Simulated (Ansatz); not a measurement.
# Phonons of AlPt3C (Pm-3m) against volume

Does AlPt3C (Pm-3m) expand much on heating, by its phonons?

Calculated with Ansatz 0.2.0; DFT PBEsol, scalar-relativistic, plane waves, PAW; PAW set soft_1.

### 1. Set-up

Symmetry: Pm-3m, No. 221, cubic system. The conventional cell has a = 4.133 Å, b = 4.133 Å, c = 4.133 Å, α = 90.00°, β = 90.00°, γ = 90.00°. Nearest to Al lie 12 Pt at 2.92 Å. Pt has 2 C at 2.07 Å and 8 Pt at 2.92 Å and 4 Al at 2.92 Å nearest. C has 6 Pt at 2.07 Å nearest. Farther neighbours, and contacts between anions beyond the nearest, are not listed.

### 2. Response at finite wavevector

Stability and thermal properties need the whole zone. Linear response on a 4×4×4 q mesh gives force constants as far as a supercell of that size would.

Input file input.yaml:

```yaml
crystal:
  lattice:
    - [4.1327502067, 0.0, 0.0]
    - [0.0, 4.1327502067, 0.0]
    - [0.0, 0.0, 4.1327502067]
  atoms:
    - { symbol: Al, position: [0.0, 0.0, 0.0] }
    - { symbol: Pt, position: [0.0, 0.5, 0.5] }
    - { symbol: Pt, position: [0.5, 0.0, 0.5] }
    - { symbol: Pt, position: [0.5, 0.5, 0.0] }
    - { symbol: C, position: [0.5, 0.5, 0.5] }
kpoints:
  mp_grid: { grid: [8, 8, 8] }
hamiltonian:
  xc: pbesol
  pseudopotentials: { kind: paw, azcp: { folder: soft_1 }, xc_functional: pbe }
scf:
  occupations: { method: methfessel_paxton, width: 0.2 }
output:
  eigenvalues: true
phonons:
  method: dfpt
  qmesh: [4, 4, 4]
  temperatures: { t_max: 1000, t_step: 50 }
  qpath:
    path:
      - [[0.0, 0.0, 0.0], [0.0, 0.5, 0.0], [0.5, 0.5, 0.0], [0.0, 0.0, 0.0], [0.5, 0.5, 0.5], [0.0, 0.5, 0.0]]
      - [[0.5, 0.5, 0.5], [0.5, 0.5, 0.0]]
    npoints: 10
```

On the command line:

```console
> ansatz run input.yaml --threads 4 --pin off --max-ram 10240MiB --backend cpu --events-out ev --progress --plain --runs-dir out
```

Output:

```text
Engine: ansatz 0.2.0, x86_64-unknown-linux-gnu
Pseudopotentials: kind: paw
Pseudopotential: Al, paw, valence charge 3, recommended cutoff 420 eV (normal), soft_1/Al.paw.azcp
Pseudopotential: Pt, paw, valence charge 18, recommended cutoff 420 eV (normal), soft_1/Pt.paw.azcp
Pseudopotential: C, paw, valence charge 4, recommended cutoff 420 eV (normal), soft_1/C.paw.azcp
Functional definition: PBEsol
  exchange = pbesol_x
  correlation = pbesol_c
Crystal: 5 atoms, lattice volume = 70.586 Å³
Basis set: ecut = 420 eV, 1357 PW (Γ), exchange–correlation on 60×60×60 points (8 copies of the dense FFT grid, shifted against one another)
Bands: 37, of which v1, the nominal top of the filled ones, is band 31 counted from 1 (30 counted from 0)
Symmetry: 48 space group operations
k-points: 35 of 512
Non-local potential: Al, projectors of the file, l = 0: 2, l = 1: 2, l = 2: 1
Non-local potential: Pt, projectors of the file, l = 0: 3, l = 1: 2, l = 2: 2, l = 3: 1
Non-local potential: C, projectors of the file, l = 0: 2, l = 1: 2, l = 2: 1
PAW form: soft (Blöchl's): semilocal exchange-correlation on the pseudo side does not see the compensation charge
PAW frozen core: Al, regenerated for the run's functional, and the local potential with it (the file was generated under x = pbe(κ = 0.804, μ = 0.219515), c = pbe(β = 0.066725))
PAW frozen core: Pt, regenerated for the run's functional, and the local potential with it (the file was generated under x = pbe(κ = 0.804, μ = 0.219515), c = pbe(β = 0.066725))
PAW frozen core: C, regenerated for the run's functional, and the local potential with it (the file was generated under x = pbe(κ = 0.804, μ = 0.219515), c = pbe(β = 0.066725))
PAW one-centre angular grid: Al, 110 points (default); XC on 64 Gauss nodes
PAW one-centre angular grid: Pt, 590 points (default); XC on 64 Gauss nodes
PAW one-centre angular grid: C, 110 points (default); XC on 64 Gauss nodes
Initial density: superposition of atomic densities (chi_scale 0.1, normalization cell, long waves kept (reshape's long-wave potential 0.00 eV rms))
Initial wavefunctions: pseudopotential atomic-orbital guess
Functional: x = pbesol(κ = 0.804, μ = 0.123457), c = pbesol(β = 0.046)
SCF iter   1: F=—  HF=-37928.389715 eV  |F-HF|=—  |Δ(HF+E_count)|=         —  Δρ=9.89e-2  dr2=7.82e0  ethr=3.10e-3  ⟨swp⟩=5.1  Hψ=4344  notcnv=0
preconditioner: auto → Kerker (q_TF=auto, 2.663 Å⁻¹)  [metal: Δε(μ)=0.041 eV  Ē_g=7.944 eV  σ=0.200 eV  W_gap=0.17  n_scr=26 (ndim 8)  ℏωp=26.9 eV  f_vac=0.000  D(μ)=3.77/eV (n_scr^D=32)]
SCF iter   2: F=—  HF=-37926.954184 eV  |F-HF|=—  |Δ(HF+E_count)|=    1.44e0  S|Δr|=    0.00e0  Δρ=4.96e-2  dr2=1.98e0  ethr=3.10e-3  ⟨swp⟩=2.1  Hψ=2190  notcnv=0  defer=31
SCF iter   3: F=—  HF=-37926.456766 eV  |F-HF|=—  |Δ(HF+E_count)|=   4.97e-1  S|Δr|=    0.00e0  Δρ=7.43e-3  dr2=3.25e-2  ethr=3.10e-3  ⟨swp⟩=2.0  Hψ=2098  notcnv=0  defer=31
SCF iter   4: F=—  HF=-37926.449539 eV  |F-HF|=—  |Δ(HF+E_count)|=   7.23e-3  S|Δr|=    0.00e0  Δρ=1.32e-3  dr2=1.27e-3  ethr=5.32e-5  ⟨swp⟩=1.1  Hψ=1592  notcnv=0  defer=29
SCF iter   5: F=—  HF=-37926.449261 eV  |F-HF|=—  |Δ(HF+E_count)|=   2.78e-4  S|Δr|=    0.00e0  Δρ=3.60e-4  dr2=1.15e-4  ethr=2.08e-6  ⟨swp⟩=2.1  Hψ=1714  notcnv=0  defer=29
SCF iter   6: F=—  HF=-37926.449218 eV  |F-HF|=—  |Δ(HF+E_count)|=   4.28e-5  S|Δr|=    0.00e0  Δρ=6.23e-5  dr2=3.13e-6  ethr=1.88e-7  ⟨swp⟩=2.0  Hψ=1597  notcnv=0  defer=29
SCF iter   7: F=—  HF=-37926.449219 eV  |F-HF|=—  |Δ(HF+E_count)|=   8.02e-7  S|Δr|=    0.00e0  Δρ=1.23e-5  dr2=1.11e-7  ethr=5.13e-9  ⟨swp⟩=2.0  Hψ=1763  notcnv=0  defer=29
SCF iter   8: F=—  HF=-37926.449219 eV  |F-HF|=—  |Δ(HF+E_count)|=   1.52e-8  S|Δr|=    0.00e0  Δρ=2.13e-6  dr2=3.29e-9  ethr=1.81e-10  ⟨swp⟩=2.0  Hψ=1852  notcnv=0  defer=29
SCF iter   9: F=—  HF=-37926.449219 eV  |F-HF|=—  |Δ(HF+E_count)|=  2.76e-10  S|Δr|=    0.00e0  Δρ=4.44e-7  dr2=2.95e-10  ethr=5.39e-12  ⟨swp⟩=2.5  Hψ=2051  notcnv=0  defer=29
SCF iter  10: F=—  HF=-37926.449219 eV  |F-HF|=—  |Δ(HF+E_count)|=  6.55e-11  S|Δr|=    0.00e0  Δρ=9.67e-8  dr2=1.52e-11  ethr=1.00e-12  ⟨swp⟩=1.2  Hψ=1269  notcnv=0  defer=29
SCF iter  11: F=-37926.449219 eV  HF=-37926.449219 eV  |F-HF|=7.28e-12  |Δ(HF+E_count)|=    0.00e0  S|Δr|=    0.00e0  Δρ=2.36e-8  dr2=3.77e-13  ethr=1.00e-12  ⟨swp⟩=9.5  Hψ=5450  notcnv=0
SCF 1 converged in 11 iterations: F = -37926.449219 eV  dr2 = 3.77e-13
  greatest PAW one-centre occupation: 1.000 electrons in one spin orbital (limit 2), on the Pt atom at site 3 (counted from 0), in its partial waves of l = 0
phonons: the bands overlap, so this run is a metal and interpolates without the dipole-dipole term. If the crystal is really an insulator or semiconductor, its LO-TO splitting is missing
NSCF: frozen V_eff on 35 k-points
NSCF: frozen V_eff on 125 k-points
DFPT response loops at q = (0, 0, 0) (fractional): preconditioner auto → Kerker (q_TF=auto, 2.663 Å⁻¹) (partly filled bands, converged f_vac=0.000); β = 1.00, the filter's whole step (`scf.mixing.beta` (0.50) is not read by the response loops under this deck's `scf.mixing.preconditioner`; to damp them name `kerker` or `kerker_dos`, under which they read `scf.mixing.beta`, and type it under 1.00, their step now; both keys bind the ground state too); Broyden in place of MSR1
NSCF: frozen V_eff on 400 k-points
DFPT response loops at q = (0, 0, 0.25) (fractional): mixed as the last ones told, above
NSCF: frozen V_eff on 250 k-points
DFPT response loops at q = (0, 0, -0.5) (fractional): mixed as the last ones told, above
NSCF: frozen V_eff on 640 k-points
DFPT response loops at q = (0, 0.25, 0.25) (fractional): mixed as the last ones told, above
NSCF: frozen V_eff on 400 k-points
DFPT response loops at q = (0, 0.25, -0.5) (fractional): mixed as the last ones told, above
NSCF: frozen V_eff on 250 k-points
DFPT response loops at q = (0, -0.5, -0.5) (fractional): mixed as the last ones told, above
NSCF: frozen V_eff on 1024 k-points
DFPT response loops at q = (0.25, 0.25, 0.25) (fractional): mixed as the last ones told, above
NSCF: frozen V_eff on 640 k-points
DFPT response loops at q = (0.25, 0.25, -0.5) (fractional): mixed as the last ones told, above
NSCF: frozen V_eff on 400 k-points
DFPT response loops at q = (0.25, -0.5, -0.5) (fractional): mixed as the last ones told, above
NSCF: frozen V_eff on 250 k-points
DFPT response loops at q = (-0.5, -0.5, -0.5) (fractional): mixed as the last ones told, above
SCF converged after 11 iterations
Stability not checked: this state was not tested for a lower state beside it, because cold or Methfessel-Paxton smearing, or corrected tetrahedra, fill the levels in a way that the test cannot read (fill_not_monotonic; see scf.lower_state_search)
Free energy (F): -37926.449219 eV
Harris-Foulkes:  -37926.449219 eV  (|F-HF|=7.28e-12)
Internal energy: -37926.444465 eV  (E = F + TS)
E sigma→0 (E₀):  -37926.448030 eV
Entropy (-TS):   -0.004753 eV (-0.951 meV/atom)
Fermi energy:    18.302395 eV
--- Per-component energies (eV) ---
  E_band       = -616.201419
  E_kinetic    = 1904.397736
  E_local      = -6262.379771  (includes V_loc(G=0)·N_el)
  E_nonlocal   = 655.010104
  E_hartree    = 2479.120292
  E_xc         = -777.401753
  E_vxc        = -900.318753  (∫ρ·V_xc dr)
  E_paw        = -28590.589176  (= ΣΔE_a)
  E_vpaw       = -971.154532  (= ΣTr[D̂ρ^β])
  E_aug_tail   = 0.003225  (compensation charges beyond the density's cutoff)
  E_ewald      = -7335.506457
  E_core_change = 0.901333  (= ΣΔE_core)
  E_smearing   = -0.004753  (= −TS)
  E_closure    = -0.000000  (closes the sum)
  Σ components = -37926.449219   (vs F -37926.449219, Δ=0.00e0)
--- Band table (eV; the first three rows and the last of 35) ---
  k-point 0: bands = [... 27 lower, 17.3613, 17.3866, 17.3866, 17.3866, 19.4360, 19.4360, 19.4360, 21.0105, ... 2 higher]
  k-point 1: bands = [... 27 lower, 17.2216, 17.3870, 17.4786, 17.4786, 19.2225, 19.6929, 19.6929, 21.3439, ... 2 higher]
  k-point 2: bands = [... 27 lower, 16.8195, 17.3878, 17.7055, 17.7055, 19.3270, 20.3977, 20.3977, 21.4731, ... 2 higher]
  k-point 34: bands = [... 27 lower, 15.8710, 17.1705, 17.1705, 17.1705, 19.3489, 19.3489, 19.3489, 19.7042, ... 2 higher]
--- Phonons (Γ-DFPT): 4 representative perturbations + reference (Σ response iterations 14) ---
  ASR residual: 1.472e-5 → 0.000e0 eV/Å²; symmetrization residual: 4.177e-6 eV/Å²
  ASR residual per site (eV/Å²): 9.80e-6 1.47e-5 1.47e-5 1.47e-5 5.05e-6
  Γ frequencies (cm⁻¹): -94.11 -94.11 -94.11 -70.75 -70.75 -70.75 0.00 0.00 0.00 75.33 75.33 75.33 437.22 437.22 437.22
--- Phonons (arbitrary-q DFPT): 10 irreducible q on the 4×4×4 mesh ---
  q = [0.0000, 0.0000, 0.0000] (star 1, of the zone-centre solve; hermiticity 5.30e-7, symmetrization 1.87e-12): -94.11 -94.11 -94.11 -70.75 -70.75 -70.75 -0.00 -0.00 0.00 75.33 75.33 75.33 437.22 437.22 437.22
  q = [0.0000, 0.0000, 0.2500] (star 6, 9 solved perturbations in 1560 linear systems a pass and spin channel, the states on 200 of 512 k-point pairs; hermiticity 4.97e-7, symmetrization 1.04e-12): -94.62 -92.31 -92.31 -67.81 -67.81 -49.36 23.03 23.03 86.39 86.39 120.66 127.54 427.93 427.93 577.60
  q = [0.0000, 0.0000, -0.5000] (star 3, 9 solved perturbations in 975 linear systems a pass and spin channel, the states on 125 of 512 k-point pairs; hermiticity 4.07e-7, symmetrization 3.66e-13): -96.69 -94.63 -94.63 -70.13 -70.13 -44.51 38.82 38.82 92.79 92.79 146.98 171.75 411.30 411.30 683.65
  q = [0.0000, 0.2500, 0.2500] (star 12, 9 solved perturbations in 2460 linear systems a pass and spin channel, the states on 320 of 512 k-point pairs; hermiticity 4.94e-7, symmetrization 1.24e-13): -107.71 -97.81 -92.87 -79.28 -70.47 -66.62 36.85 79.38 98.05 113.73 133.60 151.44 418.86 566.30 582.78
  q = [0.0000, 0.2500, -0.5000] (star 12, 15 solved perturbations on 200 of 512 k-point pairs; hermiticity 4.70e-7, symmetrization 2.75e-14): -108.26 -106.62 -103.26 -89.20 -66.61 -65.12 45.25 98.73 108.40 110.61 149.09 172.67 415.25 570.50 679.67
  q = [0.0000, -0.5000, -0.5000] (star 3, 9 solved perturbations in 975 linear systems a pass and spin channel, the states on 125 of 512 k-point pairs; hermiticity 3.99e-7, symmetrization 1.51e-13): -121.60 -121.60 -111.16 -111.16 -82.03 -15.72 43.57 107.16 119.36 122.15 122.15 187.93 424.10 681.27 681.27
  q = [0.2500, 0.2500, 0.2500] (star 8, 4 solved perturbations in 1376 linear systems a pass and spin channel, the states on 512 of 512 k-point pairs; hermiticity 3.07e-7, symmetrization 3.02e-13): -113.75 -97.68 -94.91 -94.91 -76.36 -76.36 83.25 83.25 108.18 108.18 141.04 171.52 560.51 581.80 581.80
  q = [0.2500, 0.2500, -0.5000] (star 12, 9 solved perturbations in 2460 linear systems a pass and spin channel, the states on 320 of 512 k-point pairs; hermiticity 4.12e-7, symmetrization 2.99e-13): -104.52 -102.09 -101.21 -100.37 -82.62 -69.51 93.38 98.36 99.45 122.60 131.21 190.00 571.64 582.20 677.40
  q = [0.2500, -0.5000, -0.5000] (star 6, 9 solved perturbations in 1560 linear systems a pass and spin channel, the states on 200 of 512 k-point pairs; hermiticity 4.06e-7, symmetrization 2.54e-13): -103.30 -103.30 -95.67 -95.67 -77.66 -74.87 94.87 105.35 105.65 109.52 109.52 206.71 579.67 676.05 676.05
  q = [-0.5000, -0.5000, -0.5000] (star 1, 4 solved perturbations in 350 linear systems a pass and spin channel, the states on 125 of 512 k-point pairs; hermiticity 3.98e-7, symmetrization 1.18e-12): -78.23 -78.23 -78.23 -67.66 -67.66 -67.66 88.74 88.74 88.74 100.24 100.24 223.99 673.62 673.62 673.62
  sum rule: each row above includes the acoustic sum rule's correction from the zone centre's row sums; it moved no ω² by more than (0.34 cm⁻¹)²
  mesh force constants: q→R imaginary residual 5.71e-19; ASR residual 1.472e-5 → 0.000e0 eV/Å²; symmetrization residual 2.309e-14 eV/Å²
  interpolated dispersion: 62 rows × 15 modes
  density of states and harmonic sums: on the 16×16×16 q-mesh, interpolated from the force constants of a 4×4×4 supercell (no non-analytic term)
  largest difference from the sums on the solved wave vectors: F 3.28e-3 eV, S 9.00e-6 and C_V 3.48e-6 eV/K
  zero-point energy: 0.145623 eV/cell   skipped modes (ω ≤ 0): 996, of them read as no rigid motion or as one in doubt: 993 (6.006e0 modes/cell left out, lowest -121.60 cm⁻¹)   left out of the sums: 4.00e-1 of the cell's modes: C_V's classical limit lies that fraction below 3 k_B per atom; for a crystal, a wire or a layer, F and S can be off by more, and a phonons.interpolated_qmesh denser along its periods is the remedy for the sampling
```

Wall time 11 min (4 threads of Intel Xeon Platinum 8488C (Sapphire Rapids), shared host); peak memory 3 GiB.

Reading the cycles: dr2 is the Hartree energy of the density residual (eV), the measure of convergence; HF is the Harris–Foulkes estimate of the energy, which meets the free energy F at convergence.

Numbers from this step:

- volume per atom: 14.12 Å³
- gap on the k-mesh: 0 eV
- sum-rule residual before enforcement: 1.47e-5 eV/Å²
- lowest frequency on the path: -121.6 cm⁻¹
- point group: m-3m
- highest frequency on path, mesh or solved points: 683.7 cm⁻¹
- highest optical mode at the zone centre (no LO-TO term): 437.2 cm⁻¹
- lowest optical zone-centre mode: -94.11 cm⁻¹
- lowest mode on the q mesh (acoustic modes at Γ apart): -121.6 cm⁻¹

Frequencies (cm⁻¹) solved at each irreducible wavevector; negative means imaginary. Frequencies by wavevector, by row:

```tsv
q in reciprocal lattice units	star	mode 1	mode 2	mode 3	mode 4	mode 13	mode 14	mode 15
0 0 0	1	-94.1	-94.1	-94.1	-70.8	437.2	437.2	437.2
0 0 0.25	6	-94.6	-92.3	-92.3	-67.8	427.9	427.9	577.6
0 0 -0.5	3	-96.7	-94.6	-94.6	-70.1	411.3	411.3	683.6
0 0.25 0.25	12	-107.7	-97.8	-92.9	-79.3	418.9	566.3	582.8
0 0.25 -0.5	12	-108.3	-106.6	-103.3	-89.2	415.2	570.5	679.7
0 -0.5 -0.5	3	-121.6	-121.6	-111.2	-111.2	424.1	681.3	681.3
0.25 0.25 0.25	8	-113.8	-97.7	-94.9	-94.9	560.5	581.8	581.8
0.25 0.25 -0.5	12	-104.5	-102.1	-101.2	-100.4	571.6	582.2	677.4
0.25 -0.5 -0.5	6	-103.3	-103.3	-95.7	-95.7	579.7	676	676
-0.5 -0.5 -0.5	1	-78.2	-78.2	-78.2	-67.7	673.6	673.6	673.6
```

Symmetry leaves 10 wavevectors to solve. The lowest mode among them, the acoustic zeros apart, lies at q = (0, -0.5, -0.5) and is imaginary, 121.6i cm⁻¹, so the energy falls along it.

### 3. Relaxing at another volume, volume ratio 0.97

The volume is scaled by 0.97 and held; symmetry leaves nothing to relax, so this is a single point. The modes can then be followed against volume.

input.yaml, the sections that differ from step 2:

```yaml
crystal:
  lattice:
    - [4.0910024009, 0.0, 0.0]
    - [0.0, 4.0910024009, 0.0]
    - [0.0, 0.0, 4.0910024009]
  atoms:
    - { symbol: Al, position: [0.0, 0.0, 0.0] }
    - { symbol: Pt, position: [0.0, 0.5, 0.5] }
    - { symbol: Pt, position: [0.5, 0.0, 0.5] }
    - { symbol: Pt, position: [0.5, 0.5, 0.0] }
    - { symbol: C, position: [0.5, 0.5, 0.5] }
output:
  forces: true
  stress: true
  eigenvalues: true
# kpoints, hamiltonian, scf: as in step 2
# phonons: removed
```

Output:

```text
[...]
Crystal: 5 atoms, lattice volume = 68.468 Å³
Basis set: ecut = 420 eV, 1357 PW (Γ), exchange–correlation on 60×60×60 points (8 copies of the dense FFT grid, shifted against one another)
Bands: 37, of which v1, the nominal top of the filled ones, is band 31 counted from 1 (30 counted from 0)
Symmetry: 48 space group operations
[...]
k-points: 35 of 512
[...]
k-point 0: bands = [... 27 lower, 18.1015, 18.1347, 18.1347, 18.1347, 20.1237, 20.1237, 20.1237, 21.9744, ... 2 higher]
  k-point 1: bands = [... 27 lower, 17.9528, 18.1350, 18.2247, 18.2247, 19.9600, 20.3916, 20.3916, 22.2896, ... 2 higher]
  k-point 2: bands = [... 27 lower, 17.5257, 18.1359, 18.4468, 18.4468, 20.1220, 21.1269, 21.1269, 22.4123, ... 2 higher]
  k-point 34: bands = [... 27 lower, 16.5296, 17.9026, 17.9026, 17.9026, 20.1741, 20.1741, 20.1741, 20.5949, ... 2 higher]
[key lines of the parts left out:]
SCF converged after 8 iterations
Free energy (F): -37926.400961 eV
Fermi energy:    19.068957 eV
P = ⅓ Tr σ = 7.5215 GPa (75.215 kbar)
```

The job ended after 1 s (4 threads; peak memory 0.47 GiB; 3.3 s of CPU time).

Read from the output:

```
pressure        : 7.522 GPa
volume per atom : 13.69 Å³
```

The run ends at a pressure of 7.52 GPa.

### 4. Phonons at the other volume, volume ratio 0.97

The phonons are repeated at this volume on the same meshes, so that differences come from the volume alone.

input.yaml, as its differences from that of step 3:

```diff
@@ -19,4 +19,11 @@
 output:
-  forces: true
-  stress: true
   eigenvalues: true
+phonons:
+  method: dfpt
+  qmesh: [4, 4, 4]
+  temperatures: { t_max: 1000, t_step: 50 }
+  qpath:
+    path:
+      - [[0.0, 0.0, 0.0], [0.0, 0.5, 0.0], [0.5, 0.5, 0.0], [0.0, 0.0, 0.0], [0.5, 0.5, 0.5], [0.0, 0.5, 0.0]]
+      - [[0.5, 0.5, 0.5], [0.5, 0.5, 0.0]]
+    npoints: 10
```

Output:

```text
[...]
Crystal: 5 atoms, lattice volume = 68.468 Å³
Basis set: ecut = 420 eV, 1357 PW (Γ), exchange–correlation on 60×60×60 points (8 copies of the dense FFT grid, shifted against one another)
Bands: 37, of which v1, the nominal top of the filled ones, is band 31 counted from 1 (30 counted from 0)
Symmetry: 48 space group operations
k-points: 35 of 512
[...]
SCF iter   1: F=—  HF=-37928.390487 eV  |F-HF|=—  |Δ(HF+E_count)|=         —  Δρ=1.02e-1  dr2=7.97e0  ethr=3.10e-3  ⟨swp⟩=5.4  Hψ=4424  notcnv=0
[...]
SCF iter  11: F=-37926.400961 eV  HF=-37926.400961 eV  |F-HF|=2.18e-11  |Δ(HF+E_count)|=  7.28e-12  S|Δr|=    0.00e0  Δρ=2.33e-8  dr2=3.12e-13  ethr=1.00e-12  ⟨swp⟩=9.7  Hψ=5473  notcnv=0
SCF 1 converged in 11 iterations: F = -37926.400961 eV  dr2 = 3.12e-13
[...]
NSCF: frozen V_eff on 35 k-points
[...]
SCF converged after 11 iterations
[...]
Free energy (F): -37926.400961 eV
[...]
Internal energy: -37926.395277 eV  (E = F + TS)
E sigma→0 (E₀):  -37926.399540 eV
Entropy (-TS):   -0.005684 eV (-1.137 meV/atom)
Fermi energy:    19.068962 eV
[...]
--- Band table (eV; the first three rows and the last of 35) ---
  k-point 0: bands = [... 27 lower, 18.1015, 18.1347, 18.1347, 18.1347, 20.1237, 20.1237, 20.1237, 21.9744, ... 2 higher]
  k-point 1: bands = [... 27 lower, 17.9528, 18.1350, 18.2247, 18.2247, 19.9600, 20.3916, 20.3916, 22.2896, ... 2 higher]
  k-point 2: bands = [... 27 lower, 17.5257, 18.1359, 18.4468, 18.4468, 20.1220, 21.1269, 21.1269, 22.4123, ... 2 higher]
  k-point 34: bands = [... 27 lower, 16.5297, 17.9026, 17.9026, 17.9026, 20.1741, 20.1741, 20.1741, 20.5949, ... 2 higher]
[...]
ASR residual: 1.047e-5 → 0.000e0 eV/Å²; symmetrization residual: 3.534e-6 eV/Å²
  ASR residual per site (eV/Å²): 9.56e-6 1.05e-5 1.05e-5 1.05e-5 3.07e-6
[...]
--- Phonons (arbitrary-q DFPT): 10 irreducible q on the 4×4×4 mesh ---
[...]
interpolated dispersion: 62 rows × 15 modes
[...]
```

Run time: 12 min. Hardware: 4 threads; peak memory 2.9 GiB; 44 min of CPU time.

Numbers from this step:

* sum-rule residual before enforcement: 1.05e-5 eV/Å²
* lowest frequency on the path: -123.8 cm⁻¹
* highest frequency on path, mesh or solved points: 723.6 cm⁻¹
* highest optical mode at the zone centre (no LO-TO term): 482.8 cm⁻¹
* lowest optical zone-centre mode: -95.04 cm⁻¹
* lowest mode on the q mesh (acoustic modes at Γ apart): -123.8 cm⁻¹

Frequencies (cm⁻¹) solved at each irreducible wavevector; negative means imaginary. Frequencies by wavevector, by row:

```tsv
q in reciprocal lattice units	star	mode 1	mode 2	mode 3	mode 4	mode 13	mode 14	mode 15
0 0 0	1	-95	-95	-95	-57.3	482.8	482.8	482.8
0 0 0.25	6	-95.9	-92.2	-92.2	-62.5	473	473	618
0 0 -0.5	3	-98.1	-94.7	-94.7	-69.3	456.3	456.3	723.6
0 0.25 0.25	12	-110.3	-96.7	-94	-78.8	464.5	607	623
0 0.25 -0.5	12	-111.2	-108	-104.4	-89.7	460.9	610.9	719.2
0 -0.5 -0.5	3	-123.8	-123.8	-113.5	-113.5	470	720.5	720.5
0.25 0.25 0.25	8	-117.1	-96.9	-96.5	-96.5	601.4	622.1	622.1
0.25 0.25 -0.5	12	-107.7	-104	-103.3	-100.1	612.4	622.7	716.9
0.25 -0.5 -0.5	6	-105.7	-105.7	-96	-96	620.5	715.7	715.7
-0.5 -0.5 -0.5	1	-74.7	-74.7	-74.7	-71.4	713.6	713.6	713.6
```

The highest optical mode at the zone centre (no LO-TO term) is 482.8 cm⁻¹, +45.5 cm⁻¹ against the base run.

(Part 1 of 2 ends here.)

[Long decimals in the printed logs are rounded to 6 places.]

[Logs are printed without paths, hosts, clocks, repeated set-up lines and the standing remarks that a program may print on its own settings, such as how far it seeks lower states.]

[Hosts, paths, dates, database ids (printed as entryN), source tags and the programs' standing remarks are cut or masked in the printed files.]

[Where the starting crystal was built by hand or by swapping elements, it need not be the compound's stable phase.]
